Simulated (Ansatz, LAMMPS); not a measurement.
## Amorphous Hg33S25Se8 (66 atoms): geometry optimisation

Wanted: the relaxed structure of amorphous Hg33S25Se8 (66 atoms) and its electronic structure.

Method: Kohn-Sham DFT, r2SCAN, PAW (set soft_2), plane waves, in Ansatz 0.2.0.

### Step 1. Set-up

The cell holds 66 atoms: 33 Hg, 25 S and 8 Se. Its edges and angles: a = 12.034 Å, b = 12.034 Å, c = 12.034 Å, α = 90.0°, β = 90.0°, γ = 90.0°. 66 atoms (33 Hg, 25 S, 8 Se) placed at random at 7.67 g/cm³, melted at 2500 K for 10 ps at fixed volume with the Stillinger-Weber II-VI potential (Zhou et al., Phys. Rev. B 88, 085309 (2013)). Quenched from 2500 K to 500 K at 100 K/ps and fixed volume, held 5 ps, then minimised at fixed cell.

Before any run, some limits are plain. The quench rate of 100 K/ps far exceeds what a furnace or splat quench reaches, so expect more defects and frozen-in strain than in a real sample. The network of bonds at the start is that of the classical potential that made the cell. Only the Γ point is sampled, in a cell whose shortest periodic width is 12 Å. The levels lack spin–orbit coupling, which is large for the heavy elements here.

### Step 2. Relaxation

The atoms are relaxed in the fixed cell, aiming at the force tolerance of the input.

File input.yaml:

```yaml
crystal:
  lattice:
    - [12.034, 0.0, 0.0]
    - [0.0, 12.034, 0.0]
    - [0.0, 0.0, 12.034]
  atoms:
    - { symbol: Hg, position: [0.76793, 0.62488, 0.1481] }
    - { symbol: Hg, position: [0.09757, 0.00399, 0.4749] }
    - { symbol: Hg, position: [0.25347, 0.25284, 0.87026] }
    - { symbol: Hg, position: [0.92936, 0.67771, 0.6316] }
    [... 56 atom lines left out ...]
    - { symbol: Se, position: [0.78122, 0.47451, 0.58882] }
    - { symbol: Se, position: [0.56748, 0.9855, 0.78652] }
    - { symbol: Se, position: [0.45882, 0.22186, 0.73026] }
    - { symbol: Se, position: [0.11625, 0.33919, 0.54723] }
    - { symbol: Se, position: [0.40486, 0.4695, 0.81179] }
    - { symbol: Se, position: [0.92539, 0.48244, 0.21394] }
kpoints:
  mp_grid: { grid: [1, 1, 1] }
hamiltonian:
  xc: r2scan
scf:
  occupations: { method: gaussian, width: 0.025 }
output:
  forces: true
relax:
  f_tol: 0.05
  max_steps: 49
```

Command:

```console
ansatz run input.yaml --threads 4 --pin off --max-ram 8192MiB --backend cpu --events-out ev --progress --plain --runs-dir out
```

Run time: 18 min. Hardware: 4 threads of Intel Xeon 6975P-C (Granite Rapids), shared host; peak memory 5.3 GiB.

The walk was cut short by its limit. What follows describes the steps that were made.

Relaxation path (22 of 49):

```csv
step,energy less that of the first step (eV),largest force component (eV/Å)
1,0.0000,1.8397
3,-7.0711,1.1729
6,-10.6187,0.4302
8,-12.2874,0.3280
10,-13.4791,0.5468
12,-14.7139,0.6168
15,-16.5971,0.7837
17,-17.6418,0.3778
19,-18.3866,0.2059
22,-18.8430,0.1143
24,-19.0236,0.1414
26,-19.3044,0.1958
28,-19.7368,0.3575
31,-20.2239,0.2487
33,-20.3971,0.1342
35,-20.4767,0.0815
38,-20.5505,0.1380
40,-20.6164,0.1579
42,-20.7045,0.1250
44,-20.7613,0.1981
47,-20.9384,0.4529
49,-21.2525,0.2460
```

The atoms that moved most (Å):

```csv
atom,dx,dy,dz,length
Hg1,-2.441,-0.083,0.600,2.515
Hg27,1.678,-0.383,1.792,2.485
Hg18,0.034,1.651,1.239,2.064
Hg30,0.589,1.877,-0.279,1.987
Hg21,0.052,-1.817,-0.689,1.944
Hg6,0.562,0.721,1.498,1.755
S38,-0.103,-1.683,0.288,1.711
S39,-0.677,0.709,-1.381,1.694
```

The relaxation changed the energy by -322 meV/atom, and atoms moved by 1.2 Å r.m.s., 2.5 Å at most.

### Step 3. Distances and neighbours after relaxation

Density 7.67 g/cm³, 26.41 Å³ an atom.

g(r), total and by pair (bins of 0.2 Å):

```csv
r (Å),total,Hg-Hg,Hg-S,Hg-Se,S-S,S-Se,Se-Se
2.00,0.15,0.00,0.00,0.00,1.03,0.00,0.00
2.20,0.00,0.00,0.00,0.00,0.00,0.00,0.00
2.40,2.46,0.00,5.54,3.00,0.00,0.00,0.00
2.60,1.23,0.36,1.87,3.57,0.00,0.00,0.00
2.80,0.57,0.00,1.17,1.05,0.00,0.00,0.00
3.00,0.56,0.00,1.30,0.60,0.00,0.00,0.00
3.20,0.56,0.13,1.08,0.51,0.00,0.33,2.02
3.40,1.21,1.88,0.73,1.37,1.52,0.31,3.86
3.60,1.22,2.23,0.72,1.22,1.17,0.79,0.00
3.80,1.66,2.67,0.83,0.72,2.88,1.44,2.96
4.00,1.29,1.82,0.84,0.33,2.65,1.10,0.00
4.20,1.31,1.23,0.95,1.05,2.15,1.97,2.37
4.40,0.84,0.73,0.52,1.36,0.69,1.61,3.35
4.60,0.65,0.61,0.52,0.49,1.15,0.81,0.00
4.80,1.02,0.56,0.73,1.25,1.85,1.94,0.97
5.00,0.95,0.77,1.15,1.05,0.54,0.98,1.73
5.20,0.91,0.79,1.18,0.96,0.50,0.76,0.80
5.40,0.83,0.87,0.92,0.90,0.38,1.06,0.00
5.60,0.94,0.89,1.17,0.92,0.85,0.44,0.00
5.80,1.15,0.99,1.31,1.41,1.11,0.62,1.31
```

### Step 4. Single point at the relaxed geometry

The electronic structure is read at the final geometry, in a run of its own.

File input.yaml:

```yaml
crystal:
  lattice:
    - [12.034, 0.0, 0.0]
    - [0.0, 12.034, 0.0]
    - [0.0, 0.0, 12.034]
  atoms:
    - { symbol: Hg, position: [0.56506, 0.61799, 0.19797] }
    - { symbol: Hg, position: [0.00853, 0.0371, 0.55988] }
    - { symbol: Hg, position: [0.15071, 0.27161, 0.84895] }
    - { symbol: Hg, position: [0.96838, 0.74872, 0.65785] }
    [... 56 atom lines left out ...]
    - { symbol: Se, position: [0.88154, 0.48169, 0.60165] }
    - { symbol: Se, position: [0.55847, 0.97373, 0.74438] }
    - { symbol: Se, position: [0.34245, 0.2609, 0.73169] }
    - { symbol: Se, position: [0.13557, 0.30848, 0.5035] }
    - { symbol: Se, position: [0.41756, 0.50012, 0.84089] }
    - { symbol: Se, position: [0.92009, 0.52136, 0.21105] }
kpoints:
  mp_grid: { grid: [1, 1, 1] }
hamiltonian:
  xc: r2scan
scf:
  occupations: { method: gaussian, width: 0.025 }
output:
  forces: true
  stress: true
  populations: true
  dos:
    method: { smearing: { sigma: 0.08 } }
    de: 0.1
    projected: { site_lists: { Hg: [Hg], S: [S], Se: [Se] } }
  eigenvalues: true
  write_density: true
  write_potential: true
  volumetric_format: npy
  elf: true
```

Run time: 39 s. Hardware: 4 threads; peak memory 5.3 GiB; 2.5 min of CPU time.

Numbers from this run:

```
free energy                                      : -522795.2914 eV
free energy per atom                             : -7921.1408 eV/atom
SCF cycles                                       : 10
pressure                                         : 1.212 GPa
r.m.s. force component                           : 0.05868 eV/Å
longest force                                    : 0.3266 eV/Å
Fermi energy                                     : 8.458 eV
gap (highest filled to lowest empty level) : 1.373 eV
spilling of the projection                       : 0.006898
```

Length of the force by element:

```csv
element,coordination,atoms,mean length of the force (eV/Å),spread,least,most
Hg,all,33,0.0742,0.0729,0.0123,0.327
S,all,25,0.0804,0.0712,0.0206,0.249
Se,all,8,0.0646,0.0193,0.0294,0.0936
```

Löwdin charges by element (they lack the spilled electrons, 0.098 e an atom on average):

```csv
element,coordination,atoms,mean charge (e),spread,least,most
Hg,all,33,0.973,0.114,0.542,1.09
S,all,25,-0.781,0.197,-1.01,-0.322
Se,all,8,-0.763,0.0603,-0.858,-0.675
```

Density of states as counts of states in windows of 1 eV (from the Fermi level), total and the larger projections:

```csv
from (eV),to (eV),total,Hg d,S p,Hg s,Se p,S s
-18,-17,0.0,0.0,0.0,0.0,0.0,0.0
-17,-16,1.3,0.0,0.1,0.1,0.0,1.1
-16,-15,2.7,0.1,0.3,0.1,0.0,2.2
-15,-14,14.5,1.3,0.2,1.8,0.0,9.5
-14,-13,41.8,3.0,0.4,2.5,0.2,23.5
-13,-12,3.2,0.3,0.2,0.1,0.0,2.5
-12,-11,2.6,0.2,0.3,0.1,0.0,2.0
-11,-9,0.0,0.0,0.0,0.0,0.0,0.0
-9,-8,42.6,33.4,5.7,1.3,1.1,0.7
-8,-7,209.7,194.4,8.2,2.2,2.4,1.5
-7,-6,77.7,73.5,1.4,0.8,0.5,1.1
-6,-5,26.2,5.8,8.2,8.9,2.0,0.8
-5,-4,37.5,5.5,14.4,11.6,3.7,1.4
-4,-3,30.9,2.5,18.6,3.4,4.7,0.5
-3,-2,44.3,2.9,26.9,1.9,10.3,0.4
-2,-1,48.1,3.4,29.7,1.6,11.2,0.2
-1,0,11.0,0.7,6.8,0.8,2.2,0.1
0,1,2.0,0.1,0.6,0.7,0.3,0.1
1,2,28.1,0.9,7.6,10.3,3.3,0.8
2,3,34.3,0.8,9.8,10.9,3.1,0.7
3,4,26.1,0.3,3.7,3.1,0.9,0.2
4,5,27.6,0.1,1.5,1.2,0.4,0.1
```

The curve was stored every 0.10 eV, coarse against its broadening of 0.08 eV, so these counts are rough.

The stored curve holds about 594 of the 938 electrons; the rest, give or take the few that broadening carries across the Fermi level, lie in deeper levels below its range.

The levels nearest the highest filled one (over half full), pooled over k-points and spins:

```csv
level less the highest filled one (eV),occupation
-0.360,2
-0.292,2
-0.214,2
-0.179,2
-0.154,2
0,2
1.37,0
1.84,0
1.85,0
1.97,0
2.08,0
2.12,0
```

Mean Löwdin charges: Hg +0.97, S -0.78, Se -0.76 e (they miss 0.69 % of the electrons, so they add up to more than the cell's charge). The largest share in the top eV of filled states is S p (64 % of the projected weight), and in the lowest eV of empty states Hg s (45 % of the projected weight).

### Step 5. Outcome

| Quantity | Value |
| --- | --- |
| energy change in the relaxation | -322 meV/atom |
| r.m.s. displacement | 1.225 Å |
| largest displacement | 2.515 Å |
| free energy per atom | -7921.1408 eV/atom |
| pressure | 1.212 GPa |
| r.m.s. force component | 0.05868 eV/Å |
| gap (highest filled to lowest empty level) | 1.373 eV |
| wall time of the 2 DFT runs | 18 min |

Relaxation lowers the energy by 322 meV/atom and moves atoms by 1.2 Å r.m.s. The relaxation stopped at its limit, so this isn't yet a minimum. First to last step the energy falls by 21.253 eV; the largest move, 2.52 Å, is that of Hg1, with 1 other atom within 2 % of it. The relaxation was not finished: the largest force component stood at 0.25 eV/Å. Between filled and empty levels lie 1.37 eV (at Γ alone); a semilocal functional tends to put such gaps too low. In a disordered cell it changes from sample to sample, and tail or defect levels can set it.

**Limits.** The starting topology of bonds comes from the classical model; in DFT atoms moved by 1.2 Å r.m.s.

[Logs are printed without paths, hosts, clocks, repeated set-up lines and the standing remarks that a program may print on its own settings, such as how far it seeks lower states.]

[Hosts, paths, dates, database ids (printed as entryN), source tags and the programs' standing remarks are cut or masked in the printed files.]
